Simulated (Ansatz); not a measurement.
# The valence band of RbLiCO3 as photoemission sees it, part 2 of 3

Wanted: projected DOS of RbLiCO3, weighted into photoemission and X-ray emission spectra, at several levels of theory.

Ansatz 0.2.0; DFT, PBE, plane-wave PAW, default files, scalar-relativistic (the session's first sound run).

So far: The structure; Self-consistent run, DOS and bands.

**2. Self-consistent run, DOS and bands (continued)**

Valence density in the ac plane at fractional y = 0.166, with atoms of Rb and O and C within 0.2 Å of it. It is the smooth field of the valence electrons, not physical close to the nuclei.

Values in e/Å³, 11 rows by 16 columns, each cell a mean:
```
0.1 0.3 0.8 1.3 1.2 0.5 0.1 0.0 0.0 0.0 0.2 0.8 3.7 5.5 2.5 0.4
0.4 1.5 1.8 1.9 1.7 0.5 0.1 0.0 0.1 0.1 0.2 0.7 1.3 1.0 0.3 0.1
0.7 1.7 1.8 1.4 0.6 0.1 0.1 0.1 0.1 0.1 0.1 0.1 0.1 0.1 0.0 0.1
0.3 0.4 0.3 0.2 0.0 0.0 0.1 0.1 0.1 0.1 0.1 0.1 0.1 0.1 0.1 0.1
0.0 0.0 0.0 0.0 0.0 0.0 0.0 0.0 0.0 0.1 0.1 0.3 0.3 0.2 0.1 0.1
0.0 0.0 0.0 0.0 0.1 0.1 0.0 0.0 0.0 0.2 0.6 1.1 1.1 0.6 0.2 0.1
0.0 0.0 0.1 0.1 0.1 0.0 0.0 0.1 0.3 0.9 1.6 1.6 1.0 0.4 0.1 0.0
0.0 0.1 0.1 0.1 0.0 0.1 0.2 1.2 3.4 3.4 1.6 0.6 0.2 0.1 0.0 0.0
0.0 0.0 0.0 0.0 0.0 0.1 0.9 4.0 5.6 2.5 0.4 0.1 0.0 0.0 0.0 0.0
0.1 0.0 0.0 0.0 0.0 0.1 0.4 0.8 0.6 0.2 0.0 0.0 0.0 0.1 0.2 0.1
0.1 0.0 0.0 0.1 0.1 0.1 0.1 0.1 0.0 0.0 0.0 0.1 0.7 2.1 2.0 0.6
```
Columns run along a (6.8 Å), rows up along c (7.7 Å). Atoms in or near the plane, at fractional coordinates: Rb at (0.17, 0.83), O at (0.52, 0.24), O at (0.83, 0.95), C at (0.69, 0.41).

Recipe: projected DOS times atomic cross section and asymmetry factor (unpolarised light, 90° from the beam), occupied states only, Fermi edge at 20 K, a Lorentzian width of 0.2 eV growing by 0.03 eV per eV of binding energy, and a resolution of 0.3 eV. Curves are cut 10 eV under the photon energy, above any shell that the free atom's threshold puts out of reach, or at the lower edge of the window: 7.9 eV at 21.2 eV, 25.6 eV at 60 eV, 25.6 eV at 1486.7 eV and 25.6 eV at 5950 eV. A star in tables and legends marks shells that hold the states left over by the projection (0.8 % of the filled ones), a stand-in for orbitals that the files don't project on. Matrix elements of the solid and inelastic losses aren't modelled, nor non-dipole terms, which matter above 3 keV.

How the area divides among the shells (%):

```csv
shell,21.2 eV,60 eV,1486.7 eV,5950 eV
C 2s,0.3,1.9,1.6,0.8
C 2p,9.6,4.8,0.1,0.0
O 2s,0.0,12.7,29.3,18.7
O 2p,89.8,76.7,4.5,0.7
Rb 4s,0.0,1.0,17.5,36.1
Rb 4p,0.0,2.6,46.9,43.4
```

At this level the gap is 4.67 eV on the path.

**3. With RPBE**

This step: DFT, RPBE, plane-wave PAW, default files, scalar-relativistic (Ansatz 0.2.0).

The run is repeated with RPBE on the same cell, to see how much the levels hang on the functional.

File input.yaml:

```yaml
crystal:
  lattice:
    - [6.849, 0.0, 0.0]
    - [0.0, 7.162, 0.0]
    - [-3.6734405204, 0.0, 6.8221292125]
  atoms:
    - { symbol: Rb, position: [0.83075, 0.85911, 0.16686] }
    - { symbol: Rb, position: [0.16925, 0.35911, 0.33314] }
    - { symbol: Rb, position: [0.16925, 0.14089, 0.83314] }
    - { symbol: Rb, position: [0.83075, 0.64089, 0.66686] }
    - { symbol: O, position: [0.485, 0.8336, 0.7586] }
    - { symbol: O, position: [0.515, 0.3336, 0.7414] }
    - { symbol: O, position: [0.515, 0.1664, 0.2414] }
    - { symbol: O, position: [0.485, 0.6664, 0.2586] }
    - { symbol: O, position: [0.1747, 0.6934, 0.5462] }
    - { symbol: O, position: [0.8253, 0.1934, 0.9538] }
    - { symbol: O, position: [0.8253, 0.3066, 0.4538] }
    - { symbol: O, position: [0.1747, 0.8066, 0.0462] }
    - { symbol: O, position: [0.271, 0.9721, 0.4739] }
    - { symbol: O, position: [0.729, 0.4721, 0.0261] }
    - { symbol: O, position: [0.729, 0.0279, 0.5261] }
    - { symbol: O, position: [0.271, 0.5279, 0.9739] }
    - { symbol: C, position: [0.3063, 0.8321, 0.5905] }
    - { symbol: C, position: [0.6937, 0.3321, 0.9095] }
    - { symbol: C, position: [0.6937, 0.1679, 0.4095] }
    - { symbol: C, position: [0.3063, 0.6679, 0.0905] }
    - { symbol: Li, position: [0.4077, 0.9284, 0.3044] }
    - { symbol: Li, position: [0.5923, 0.4284, 0.1956] }
    - { symbol: Li, position: [0.5923, 0.0716, 0.6956] }
    - { symbol: Li, position: [0.4077, 0.5716, 0.8044] }
kpoints:
  mp_grid: { grid: [4, 4, 4] }
  band_path:
    path:
      - [0.0, 0.0, 0.0]
      - [0.0, 0.5, 0.0]
      - [0.0, 0.5, 0.5]
      - [0.0, 0.0, 0.5]
      - [0.0, 0.0, 0.0]
      - [-0.5, 0.0, 0.5]
      - [-0.5, 0.5, 0.5]
      - [0.0, 0.5, 0.0]
      - [-0.5, 0.5, 0.0]
      - [-0.5, 0.0, 0.0]
    npoints: 6
scf:
  occupations: { method: fermi_dirac, width: 0.02 }
  n_extra_bands: 40
hamiltonian:
  xc: rpbe
  pseudopotentials: { kind: paw }
output:
  forces: true
  stress: true
  dos:
    projected:
      site_lists:
        Rb1: [0, 1, 2, 3]
        O5: [4, 5, 6, 7]
        O9: [8, 9, 10, 11]
        O13: [12, 13, 14, 15]
        C17: [16, 17, 18, 19]
        Li21: [20, 21, 22, 23]
    de: 0.05
    e_range: [-28, 12]
    nscf_kmesh: { grid: [6, 6, 6] }
  fatbands: true
```

Run with:

```console
ansatz run input.yaml --threads 4 --pin off --max-ram 8192MiB --backend cpu --events-out ev --progress --plain --runs-dir out
```

Numbers of over 12 decimals in the logs are rounded to 6 here.

Output:

```text
[...]
Crystal: 24 atoms, lattice volume = 334.643 Å³
Basis set: ecut = 420 eV, 6547 PW (Γ), exchange–correlation on 96×96×108 points (8 copies of the dense FFT grid, shifted against one another)
Bands: 108, of which v1, the nominal top of the filled ones, is band 68 counted from 1 (67 counted from 0)
Symmetry: 4 space group operations
[...]
k-points: 30 of 64
[...]
SCF iter   1: F=—  HF=-21771.986292 eV  |F-HF|=—  |Δ(HF+E_count)|=         —  Δρ=4.29e-3  dr2=5.81e-2  ethr=1.77e-3  ⟨swp⟩=6.0  Hψ=14879  notcnv=0  defer=593
[...]
SCF iter   8: F=-21771.985593 eV  HF=-21771.985593 eV  |F-HF|=3.38e-8  |Δ(HF+E_count)|=   1.61e-6  Δρ=2.94e-6  dr2=2.37e-8  ethr=7.35e-11  ⟨swp⟩=16.3  Hψ=22033  notcnv=0
SCF 1 converged in 8 iterations: F = -21771.985593 eV  dr2 = 2.37e-8
[...]
NSCF: frozen V_eff on 55 k-points
[...]
SCF converged after 8 iterations
Free energy (F): -21771.985593 eV
[...]
Internal energy: -21771.985593 eV  (E = F + TS)
E sigma→0 (E₀):  -21771.985593 eV
Fermi energy:    6.193919 eV
[...]
--- Forces (eV/Å), atoms counted from 1 ---
  atom   1  Rb    -0.00848004     0.00853866     0.01508577
  atom   2  Rb     0.00848004     0.00853866    -0.01508577
  atom   3  Rb     0.00848004    -0.00853866    -0.01508577
  atom   4  Rb    -0.00848004    -0.00853866     0.01508577
  atom   5  O      0.46894266     0.04324839     0.97516268
  atom   6  O     -0.46894266     0.04324839    -0.97516268
  atom   7  O     -0.46894266    -0.04324839    -0.97516268
  atom   8  O      0.46894266    -0.04324839     0.97516268
  atom   9  O     -0.61309760    -0.69955613    -0.30288982
  atom  10  O      0.61309760    -0.69955613     0.30288982
  atom  11  O      0.61309760     0.69955613     0.30288982
  atom  12  O     -0.61309760     0.69955613    -0.30288982
  atom  13  O     -0.01854647     0.51943611    -0.44496240
  atom  14  O      0.01854647     0.51943611     0.44496240
  atom  15  O      0.01854647    -0.51943611     0.44496240
  atom  16  O     -0.01854647    -0.51943611    -0.44496240
  atom  17  C      0.09272067     0.13934229    -0.22049294
  atom  18  C     -0.09272067     0.13934229     0.22049294
  atom  19  C     -0.09272067    -0.13934229     0.22049294
  atom  20  C      0.09272067    -0.13934229    -0.22049294
  atom  21  Li     0.00491530     0.00444035     0.00917118
  atom  22  Li    -0.00491530     0.00444035    -0.00917118
  atom  23  Li    -0.00491530    -0.00444035    -0.00917118
  atom  24  Li     0.00491530    -0.00444035     0.00917118
  max |Σ_I F_I| component: 2.78e-16 eV/Å
--- Stress (GPa, compression-positive) ---
        5.184232       0.000000       1.418888
        0.000000       6.231853       0.000000
        1.418893       0.000000       6.980623
  P = ⅓ Tr σ = 6.1322 GPa (61.322 kbar)
--- Band table (eV; the first three rows and the last of 30) ---
  k-point 0: bands = [... 64 lower, 3.0808, 3.3327, 3.5654, 3.6639, 8.6536, 9.2768, 9.4358, 9.6039, ... 36 higher]
  k-point 1: bands = [... 64 lower, 3.0775, 3.2442, 3.6013, 3.6808, 8.9447, 9.3164, 9.4459, 9.6053, ... 36 higher]
  k-point 2: bands = [... 64 lower, 3.1200, 3.1200, 3.6620, 3.6620, 9.4045, 9.4045, 9.4951, 9.4951, ... 36 higher]
  k-point 29: bands = [... 64 lower, 3.3965, 3.3965, 3.4698, 3.4698, 9.2968, 9.2968, 9.4821, 9.4821, ... 36 higher]
```

It took 91 s on 4 threads of Arm Neoverse V2, shared host; peak memory 1.9 GiB.

This step gave:

```yaml
free_energy: -21771.9856 eV
fermi_energy: 6.194 eV
pressure: 6.132 GPa
gap_on_the_k_mesh: 4.965 eV
share_of_occupied_states_in_no_projected_shell: 0.0076 of the occupied states in the window
gap_on_the_path: 4.965 eV
least_direct_gap_on_the_path: 4.990 eV
```

Electronic bands along the path, in eV, zero at the valence-band maximum; v1 is the highest filled band, c1 the lowest empty one:

```csv
point,v4,v3,v2,v1,c1,c2,c3,c4
Γ,-0.61,-0.36,-0.12,-0.03,4.96,5.59,5.75,5.92
halfway,-0.54,-0.29,-0.20,-0.05,5.23,5.65,5.76,5.91
Z,-0.38,-0.38,-0.15,-0.15,5.69,5.69,5.90,5.90
halfway,-0.37,-0.37,-0.18,-0.18,5.70,5.70,5.89,5.89
D,-0.35,-0.35,-0.22,-0.22,5.72,5.72,5.83,5.83
halfway,-0.49,-0.49,-0.10,-0.10,5.72,5.72,5.81,5.81
B,-0.57,-0.57,-0.03,-0.03,5.71,5.71,5.81,5.81
halfway,-0.61,-0.45,-0.09,-0.01,5.26,5.63,5.76,5.92
Γ,-0.61,-0.36,-0.12,-0.03,4.96,5.59,5.75,5.92
halfway,-0.57,-0.40,-0.10,-0.03,5.27,5.59,5.75,6.01
A,-0.48,-0.48,-0.06,-0.06,5.61,5.61,5.90,5.90
halfway,-0.42,-0.42,-0.11,-0.11,5.61,5.61,5.83,5.83
E,-0.29,-0.29,-0.22,-0.22,5.61,5.61,5.79,5.79
halfway,-0.34,-0.34,-0.18,-0.18,5.63,5.63,5.86,5.86
Z,-0.38,-0.38,-0.15,-0.15,5.69,5.69,5.90,5.90
halfway,-0.39,-0.39,-0.17,-0.17,5.63,5.63,5.90,5.90
C2,-0.40,-0.40,-0.17,-0.17,5.55,5.55,5.90,5.90
halfway,-0.64,-0.35,-0.17,-0.04,5.52,5.58,5.76,5.99
Y2,-0.73,-0.43,-0.05,0.00,5.49,5.60,5.67,6.03
```

Of the projections kept (Rb s, Rb p, O s, O p, C s, C p, Li s, not projected), the largest for each band there; the rest of the weight can lie on other orbitals:

```csv
point,v4,v3,v2,v1,c1,c2,c3,c4
Γ,O p 0.98,O p 0.98,O p 0.99,O p 0.99,Rb s 0.53,C p 0.45,C p 0.46,C p 0.51
Z,O p 0.98,O p 0.98,O p 0.99,O p 0.99,C p 0.41,C p 0.41,C p 0.43,C p 0.43
D,O p 0.98,O p 0.98,O p 0.98,O p 0.98,C p 0.44,C p 0.44,C p 0.48,C p 0.48
B,O p 0.97,O p 0.97,O p 0.99,O p 0.99,C p 0.46,C p 0.46,C p 0.35,C p 0.35
Γ,O p 0.98,O p 0.98,O p 0.99,O p 0.99,Rb s 0.53,C p 0.45,C p 0.46,C p 0.51
A,O p 0.98,O p 0.98,O p 0.99,O p 0.99,C p 0.45,C p 0.45,C p 0.49,C p 0.49
```

Side by side:

```csv
quantity,this run,base run,difference
gap on the path (eV),4.9645,4.6687,0.296
least direct gap on the path (eV),4.9897,4.6952,0.295
gap on the k-mesh (eV),4.9645,4.6687,0.296
```

The two runs differ clearly in the gap on the k-mesh: 4.96 eV against 4.67 eV.

At this level the gap is 4.96 eV on the path.

[end of part 2 of 3]

[Logs are printed without paths, hosts, clocks, repeated set-up lines and the standing remarks that a program may print on its own settings, such as how far it seeks lower states.]

[Hosts, paths, dates, database ids (printed as entryN), source tags and the programs' standing remarks are cut or masked in the printed files.]

[Maps of the electrostatic potential energy from Ansatz leave out the sawtooth potential of an applied field or a dipole correction, so their vacuum need not be flat; work functions include it.]

[Peak lists hold at most the 14 tallest peaks of each spectrum; further lines can be left out.]
